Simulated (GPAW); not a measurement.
# Work function of 1T-TaSeTe monolayer at several levels, part 2 of 2

How far do functional and basis move the work function of 1T-TaSeTe monolayer?

GPAW 26.7.0; GPAW, PAW setups; layer in a repeated cell with vacuum, relaxation of atoms and in-plane cell (the session's first sound run).

So far, upper work function (eV): step 3 (the slab's potential, PBE, GPAW) 4.70; step 6 (LDA) 4.97; step 7 (revPBE) 4.60; step 8 (GPAW, PAW setups) 4.91; step 9 (mode fd, grid spacing 0.18 Å, PBE, GPAW) 4.70.

## 10. Atomic orbitals: mode = "lcao"

Atom-centred orbitals end a few angstrom from the surface, which tests how much the density's tail matters.

run.py reads:

```python
import json
import numpy as np
from ase import Atoms
from gpaw import GPAW

slab = Atoms(
    ['Te', 'Ta', 'Se'],
    positions=[
        [1.79701, 1.03751, 9.00000],
        [-0.00000, -0.00000, 10.89724],
        [-0.00000, 2.07501, 12.48082]],
    cell=[[3.59402, -0.0, 0.0], [-1.79701, 3.11252, 0.0], [0.0, 0.0, 21.4808]],
    pbc=[True, True, False])

slab.calc = GPAW(mode='lcao', basis='dzp', h=0.18, xc='PBE', kpts={'size': (9, 9, 1), 'gamma': True},
                 occupations={'name': 'fermi-dirac', 'width': 0.05}, nbands='120%',
                 convergence={'density': 1e-05}, maxiter=200,
                 poissonsolver={'dipolelayer': 'xy'},
                 symmetry={'tolerance': 1e-3}, txt='slab.txt')
result = {}
energy = slab.get_potential_energy()
fermi = slab.calc.get_fermi_level()
v = slab.calc.get_electrostatic_potential().mean((0, 1)) - fermi
n = slab.calc.get_pseudo_density().mean((0, 1))
L = slab.cell[2, 2]
z = np.arange(len(v)) * L / len(v)
low, high = slab.positions[:, 2].min(), slab.positions[:, 2].max()
below, above = np.interp([low - 6.8, high + 6.8], z, v)
slopes = [np.interp(x, z, np.gradient(v, z)) for x in (low - 6.8, high + 6.8)]
eps = np.array([[slab.calc.get_eigenvalues(k, s) for k in range(len(slab.calc.get_ibz_k_points()))]
                for s in range(slab.calc.get_number_of_spins())]) - fermi
top, bottom = eps[eps < 0].max(), eps[eps > 0].min()
dipole = slab.get_dipole_moment()[2]
print(f'energy {energy:.4f} eV, Fermi level {fermi:.4f} eV, dipole {dipole:.5f} e A')
print(f'potential 6.8 A off the faces, from the Fermi level: lower {below:.4f} eV, upper {above:.4f} eV')
print(f'slope of the potential there: lower {slopes[0]:.5f}, upper {slopes[1]:.5f} eV/A')
print(f'nearest levels on the mesh: {top:.4f} and {bottom:.4f} eV')
print('magnetic moment', round(slab.get_magnetic_moment(), 3))
result.update(energy=energy, fermi=fermi, dipole=dipole, below=below, above=above, slopes=slopes, edges=[top, bottom],
              z=z.tolist(), v=v.tolist(), n=n.tolist(), positions=slab.positions.tolist(),
              forces=slab.get_forces(apply_constraint=False).tolist(), moments=slab.get_magnetic_moments().tolist())
json.dump(result, open('result.json', 'w'))
```

The run is started by

```bash
$ OMP_NUM_THREADS=1 OPENBLAS_NUM_THREADS=1 python run.py
```

Wall time 40 s (1 thread of INTEL XEON PLATINUM 8581C at 2.30GHz (Emerald Rapids), shared host); peak memory 0.27 GiB.

This step gave:

```
dipole along the normal                    : -0.03259 e·Å
levels nearest the Fermi level on the mesh : -0.009370, 0.08214 eV from the Fermi level
upper work function                        : 4.652 eV
lower work function                        : 4.125 eV
```

The electrostatic potential energy of an electron (without an applied field's), less the Fermi level, planar mean by z:

z (Å), electrostatic potential energy of an electron (without an applied field's), less the Fermi level, planar mean (eV) and a bar from the least value:
```
      0.0        4.4 ##############################
      0.5        4.1 #############################
      1.0        4.1 #############################
      1.5        4.1 #############################
      2.0        4.1 #############################
      2.5        4.1 #############################
      3.0        4.1 #############################
      3.5        4.1 #############################
      4.0        4.1 #############################
      4.5        4.1 #############################
      5.0        4.1 #############################
      5.5        4.1 #############################
      6.0        4.1 #############################
      6.5        4.1 #############################
      7.0        4.0 #############################
      7.5        3.3 ############################
      8.0        0.5 #########################
      8.5       -9.0 #############
      9.0      -20.1 
      9.5      -10.1 ############
     10.0       -4.6 ###################
     10.5      -12.2 ##########
     11.0      -17.6 ###
     11.5       -8.4 ##############
     12.0       -8.2 ##############
     12.5      -16.9 ####
     13.0       -4.3 ###################
     13.5        2.6 ############################
     14.0        4.3 ##############################
     14.5        4.6 ##############################
     15.0        4.6 ##############################
     15.5        4.7 ##############################
     16.0        4.7 ##############################
     16.5        4.7 ##############################
     17.0        4.7 ##############################
     17.5        4.7 ##############################
     18.0        4.7 ##############################
     18.5        4.7 ##############################
     19.0        4.7 ##############################
     19.5        4.7 ##############################
     20.0        4.7 ##############################
     20.5        4.7 ##############################
     21.0        4.7 ##############################
```

The upper face's work function is 4.652 eV, against 4.697 eV in the first plane-wave PBE run at this geometry.

## 11. Cost and result by level

Times are for 1 thread of INTEL XEON PLATINUM 8581C at 2.30GHz (Emerald Rapids), shared host. The runs compared:

```tsv
no.	run	upper work function (eV)	lower work function (eV)	time	memory (GiB)
1	pw	4.697	4.289	16 s	0.21
2	vdW DF2	5.023	4.608	26 s	0.37
3	RPBE	4.600	4.176	16 s	0.21
4	LDA	4.969	4.581	16 s	0.2
5	revPBE	4.599	4.181	18 s	0.21
6	optPBE vdW	4.914	4.498	27 s	0.37
7	fd	4.698	4.292	47 s	0.38
8	lcao	4.652	4.125	40 s	0.27
```

## 12. Side by side

Results and costs are gathered.

This step: comparison of work functions, dipole and cost (GPAW 26.7.0).

Ladder, by row:

```tsv
step	code	work function, upper (eV)	work function, lower (eV)	dipole (e Å)	wall time (s)	peak memory (GiB)	threads
pw	GPAW	4.697	4.289	-0.02548	16.23	0.21	1
vdW-DF2	GPAW	5.023	4.608	-0.02588	26.38	0.37	1
RPBE	GPAW	4.6	4.176	-0.02646	16.36	0.21	1
LDA	GPAW	4.969	4.581	-0.02421	15.5	0.2	1
revPBE	GPAW	4.599	4.181	-0.02606	17.63	0.21	1
optPBE-vdW	GPAW	4.914	4.498	-0.02595	27.42	0.37	1
fd	GPAW	4.698	4.292	-0.0251	46.75	0.38	1
lcao	GPAW	4.652	4.125	-0.03259	40.09	0.27	1
```

## 13. Results

```yaml
work_function_upper_and_lower_face: 4.697 and 4.289 eV
dipole_along_the_normal: -0.0255 e Å
```

What this shows: With plane waves and PBE the work function is 4.70 eV on the upper face and 4.29 eV on the lower. The two faces differ by 0.41 eV, the step that the slab's dipole makes (e p/(ε0 A) gives 0.41 eV), so the dipole layer is needed. Over the sound runs of the table the upper face's work function spans 4.599 (revPBE) to 5.023 eV (vdW-DF2). The starting lattice was a guess from atomic radii; the relaxation moved it by -6 %. The relaxation of atoms and cell ran in a fully periodic cell without the dipole layer, so the atoms of this polar layer felt a small spurious field. The cell holds an odd number of electrons, so without spin polarisation it must come out metallic and without a moment, whatever its true state. The layer's cell and atoms come from the relaxation; spin-orbit coupling and temperature are left out.

[Logs are printed without paths, hosts, clocks, repeated set-up lines and the standing remarks that a program may print on its own settings, such as how far it seeks lower states.]

[Hosts, paths, dates, database ids (printed as entryN), source tags and the programs' standing remarks are cut or masked in the printed files.]
